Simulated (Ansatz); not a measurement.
# Ir (Fm-3m): Migdal–Eliashberg transition temperature, part 2 of 2

Wanted: λ, ω_log and Tc of Ir (Fm-3m). The cell shown first is a relaxed one, from steps not shown here.

Ansatz 0.2.0; DFT PBE, scalar-relativistic, plane waves, PAW; PAW set soft_1.

So far, coupling constant λ: step 2 (resistivity: q 6×6×6, k 18×18×18, scattering 24×24×24) 0.409; step 3 (k-mesh 24×24×24, scattering mesh 32×32×32) 0.414.

## (4) Resistivity: q 8×8×8, k 24×24×24, scattering 44×44×44

The next rung changes the q mesh, which sets the reach of the force constants and couplings; the scattering mesh, which samples the Fermi surface.

input.yaml reads:

```yaml
crystal:
  lattice:
    - [0.0, 1.9355672213, 1.9355672213]
    - [1.9355672213, 0.0, 1.9355672213]
    - [1.9355672213, 1.9355672213, 0.0]
  atoms:
    - { symbol: Ir, position: [0.0, 0.0, 0.0] }
kpoints:
  mp_grid: { grid: [24, 24, 24] }
hamiltonian:
  xc: pbe
  pseudopotentials: { kind: paw, azcp: { folder: soft_1 } }
scf:
  occupations: { method: methfessel_paxton, width: 0.2 }
output:
  eigenvalues: true
phonons:
  method: dfpt
  qmesh: [8, 8, 8]
  temperatures: { t_max: 1000, t_step: 50 }
  qpath:
    path:
      - [[0.0, 0.0, 0.0], [0.5, 0.0, 0.5], [0.625, 0.25, 0.625]]
      - [[0.375, 0.375, 0.75], [0.0, 0.0, 0.0], [0.5, 0.5, 0.5], [0.5, 0.25, 0.75], [0.5, 0.0, 0.5]]
    npoints: 6
  electrical_resistivity:
    mesh: [44, 44, 44]
    temperatures: [20.0, 50.0, 80.0, 100.0, 150.0, 200.0, 273.0, 300.0, 400.0, 500.0, 600.0, 800.0]
  superconductivity: { mesh: [44, 44, 44] }
```

Run with:

```sh
> ansatz run input.yaml --threads 16 --pin off --max-ram 92160MiB --backend cuda --events-out ev --progress --plain --runs-dir out --max-vram 78GiB
```

Numbers of over 12 decimals in the logs are rounded to 6 here.

What it wrote:

```text
[...]
Crystal: 1 atoms, lattice volume = 14.503 Å³
Basis set: ecut = 420 eV, 283 PW (Γ), exchange–correlation on 40×40×40 points (8 copies of the dense FFT grid, shifted against one another)
Bands: 13, of which v1, the nominal top of the filled ones, is band 9 counted from 1 (8 counted from 0)
Symmetry: 48 space group operations
k-points: 413 of 13824
[...]
SCF iter   1: F=—  HF=-11936.910149 eV  |F-HF|=—  |Δ(HF+E_count)|=         —  Δρ=4.85e-2  dr2=2.51e-1  ethr=3.10e-3  ⟨swp⟩=5.0  Hψ=26425  notcnv=0
[...]
SCF iter   2: F=—  HF=-11936.834341 eV  |F-HF|=—  |Δ(HF+E_count)|=   7.58e-2  S|Δr|=    0.00e0  Δρ=1.63e-2  dr2=8.35e-3  ethr=1.47e-3  ⟨swp⟩=2.7  Hψ=12014  notcnv=0
[...]
SCF iter   7: F=-11936.832760 eV  HF=-11936.832760 eV  |F-HF|=3.64e-12  |Δ(HF+E_count)|=  9.46e-11  S|Δr|=    0.00e0  Δρ=2.39e-7  dr2=2.02e-12  ethr=1.00e-12  ⟨swp⟩=5.4  Hψ=21738  notcnv=0
SCF 1 converged in 7 iterations: F = -11936.832760 eV  dr2 = 2.02e-12
[...]
SCF 2 converged in 7 iterations: F = -11936.832760 eV  dr2 = 2.01e-12
[...]
SCF converged after 7 iterations
[...]
vibrations of 512 cells: unjudged by the run; compare a larger repeat
[...]
--- Superconductivity: potentials and phonons of a 8×8×8 supercell ---
           mesh         λ    ħω_log (meV)  μ* declared at (meV)
       44×44×44    0.4182          17.336               17.850
       22×22×22    0.4248          17.344               17.856
       11×11×11    0.4671          17.412               17.926
  λ by the species' shares of the modes' patterns: Ir 0.4182
[...]
0.08      1.609         1.635         1.566         1.566         1.650         1.649          1.650
      0.10      1.079         1.094         1.023         1.023         1.095         1.095          1.095
      0.12      0.670         0.679         0.620         0.620         0.679         0.679          0.679
      0.13      0.510         0.517         0.466         0.466         0.519         0.519          0.519
      0.14      0.377         0.382         0.341         0.341         0.386         0.386          0.386
      0.16      0.186         0.188         0.165         0.165         0.197         0.197          0.197
      0.20      0.024         0.024    none_found    none_found    none_found    none_found     none_found
  none_found: no transition down to 0.1 K
[...]
vibrations of 512 cells: unjudged by the run; compare a larger repeat
[...]
```

Run time: 7.3 min. Hardware: 1 × NVIDIA GB200 with 16 threads of Arm Neoverse V2, shared host; peak memory 32 GiB; 84 min of CPU time.

Numbers from this step:

| Item | Value |
| --- | --- |
| zero-point energy | 0.02601 eV/cell |
| resistivity at 300 K | 4.909 μΩ cm |
| coupling constant λ | 0.4182 |
| density of states at the Fermi level | 0.4694 states/eV a spin and cell |
| log mean phonon energy ħω_log | 17.34 meV |
| transport coupling constant λ_tr | 0.469, 0.469, 0.469 (xx, yy, zz) |
| Drude plasma energy | 10.4, 10.4, 10.4 eV (xx, yy, zz) |
| resistivity times mean free path | 3.751, 3.751, 3.751 × 10⁻¹⁶ Ω m² (xx, yy, zz) |
| second-moment phonon energy ħω₂ | 17.85 meV |
| coupling λ by branch | 0.156, 0.138, 0.124 (branches by rank of frequency) |

An empty cell: under 1 mK by a formula, or no transition down to the floor of the Eliashberg search. Transition temperatures:

```csv
μ*,McMillan Tc (K),Allen–Dynes Tc (K),isotropic Fermi-surface Tc (K),isotropic full bandwidth Tc (K),anisotropic Fermi-surface Tc (K),anisotropic full bandwidth Tc (K),anisotropic narrow window Tc (K)
0.08,1.61,1.64,1.57,1.57,1.65,1.65,1.65
0.1,1.08,1.09,1.02,1.02,1.1,1.1,1.1
0.12,0.67,0.679,0.62,0.62,0.679,0.679,0.679
0.13,0.51,0.517,0.466,0.466,0.519,0.519,0.519
0.14,0.377,0.382,0.341,0.341,0.386,0.386,0.386
0.16,0.186,0.188,0.165,0.165,0.197,0.197,0.197
0.2,0.0236,0.0239,-,-,-,-,-
```

The Eliashberg function α²F has structure finer than the step of the table below, so its rows give means over 1 meV, whole bins alone (the curve runs from 0.092 to 23.5 meV). Peaks (meV: height): α²F 17.6: 0.684, 22.1: 0.621; α²F tr 17.6: 0.791, 22.1: 0.670.

Eliashberg function α²F against phonon energy; means over each step:

```csv
phonon energy (meV),α²F,α²F tr
1,0,0
2,8.4e-5,0
3,2.1e-4,1.8e-5
4,3.7e-4,1.1e-4
5,6.0e-4,2.5e-4
6,9.4e-4,4.8e-4
7,0.00145,8.5e-4
8,0.00229,0.00146
9,0.00415,0.00325
10,0.0124,0.0135
11,0.0242,0.0270
12,0.0447,0.0466
13,0.0787,0.0823
14,0.158,0.172
15,0.280,0.320
16,0.459,0.543
17,0.562,0.638
18,0.575,0.656
19,0.281,0.322
20,0.271,0.311
21,0.315,0.346
22,0.498,0.537
23,0.112,0.108
```

Anisotropic full-bandwidth solution, weighted at the Fermi level. Gaps:

```csv
mu*,T (K),mean gap (meV),5 % (meV),95 % (meV),mean Z
0.1,0.274,0.163,0.134,0.186,1.42
0.1,0.548,0.155,0.128,0.178,1.42
0.1,0.821,0.125,0.104,0.144,1.42
0.1,0.986,0.0849,0.0702,0.0971,1.42
0.13,0.13,0.0765,0.0608,0.0894,1.42
0.13,0.259,0.0729,0.058,0.0852,1.42
0.13,0.389,0.0588,0.0468,0.0687,1.42
0.13,0.467,0.0397,0.0316,0.0464,1.42
0.16,0.0492,0.0287,0.0217,0.0345,1.42
0.16,0.0983,0.0273,0.0207,0.0328,1.42
0.16,0.147,0.022,0.0166,0.0264,1.42
0.16,0.177,0.0148,0.0112,0.0178,1.42
```

The dTc/da2F by phonon energy:

```csv
phonon energy (meV),dTc/da2F (K/meV)
1,-
2,4.10
3,3.32
4,2.80
5,2.43
6,2.15
7,1.93
8,1.75
9,1.60
10,1.47
11,1.36
12,1.27
13,1.18
14,1.11
15,1.04
16,0.984
17,0.931
18,0.882
19,0.839
20,0.798
21,0.762
22,0.727
23,0.696
```

Table of share of the Fermi-level states by lambda of a state:

```csv
lambda of a state,share of the Fermi-level states
0.243,0
0.268,0
0.293,0
0.317,8.0e-4
0.342,0.0633
0.367,0.113
0.392,0.229
0.417,0.221
0.442,0.196
0.467,0.131
0.492,0.0253
0.517,0
0.542,0
0.567,2.0e-4
0.592,0.0088
0.617,0.0053
0.642,0.0028
0.667,0.0022
0.692,3.0e-4
0.717,0.0013
0.741,0
0.766,0
0.791,3.0e-4
0.816,0
```

## (5) Outcome

| Property | Result |
| --- | --- |
| meshes | q 8×8×8, k 24×24×24, scattering 44×44×44 |
| coupling constant λ | 0.418 |
| log mean phonon energy ħω_log | 17.3 meV |
| Allen–Dynes Tc at μ* = 0.1 | 1.09 K |
| Allen–Dynes Tc at μ* = 0.13 | 0.517 K |
| anisotropic Eliashberg Tc at μ* = 0.1 | 1.1 K |
| anisotropic Eliashberg Tc at μ* = 0.13 | 0.519 K |

In the last run (PBE, q 8×8×8, k 24×24×24, scattering 44×44×44), with λ = 0.42 and ħω_log = 17.3 meV, Tc at μ* = 0.13 is 0.51 K by McMillan's formula, 0.52 K by Allen and Dynes's and 0.52 K by the anisotropic Eliashberg equations. Allen and Dynes's formula meets the measured 0.14 K at μ* near 0.17. Raising μ* from 0.10 to 0.16 lowers the Allen–Dynes value from 1.1 to 0.19 K. The mean gap at a quarter of Tc gives 2Δ/k_B Tc = 3.42, against 3.53 in weak-coupling theory. The gap spreads from 0.061 to 0.089 meV over nine tenths of the Fermi surface. By the run's own test λ is not converged in the fine mesh: it moves by 2 % between the two finest, and by up to 4 % in the other runs. The run's transport test calls it not converged in the mesh; ρ(300 K) moves by 3 % in the component that moves most. λ of these runs moves by 2 to 4 % between their two finest meshes, and Tc by more, so small gaps between the runs or to the measured value rank nothing. Over the runs, λ takes the values 0.409, 0.414 and 0.418, in the order shown. No spin–orbit coupling, which matters for Ir. μ* is a typed number, phonons are harmonic, and spin fluctuations are left out; at μ* = 0.13 McMillan's formula turns 1 % in λ into about 7.0 % in Tc.

Calculation against experiment:

```
                                                   quantity  measured  Allen–Dynes, PBE, q 6×6×6, fine 24×24×24  Eliashberg, PBE, q 6×6×6, fine 24×24×24  Allen–Dynes, PBE, q 6×6×6, fine 32×32×32  Eliashberg, PBE, q 6×6×6, fine 32×32×32  Allen–Dynes, PBE, q 8×8×8, fine 44×44×44  Eliashberg, PBE, q 8×8×8, fine 44×44×44
superconducting transition temperature (μ* = 0.13) (kelvin)      0.14                           0.44 (+215.0 %)                          0.46 (+225.0 %)                           0.48 (+245.0 %)                          0.49 (+250.7 %)                           0.52 (+269.3 %)                          0.52 (+270.7 %)
```

Measured values from Wikipedia's table of superconducting elements, as read in December (2026).

Verdict: For the superconducting transition temperature, of the levels listed nearest comes Allen–Dynes, PBE, q 6×6×6, fine 24×24×24 (+215.0 %, a clear miss) and farthest Eliashberg, PBE, q 8×8×8, fine 44×44×44 (+270.7 %, a clear miss). Limits of convergence are named above.

[Logs are printed without paths, hosts, clocks, repeated set-up lines and the standing remarks that a program may print on its own settings, such as how far it seeks lower states.]

[Hosts, paths, dates, database ids (printed as entryN), source tags and the programs' standing remarks are cut or masked in the printed files.]
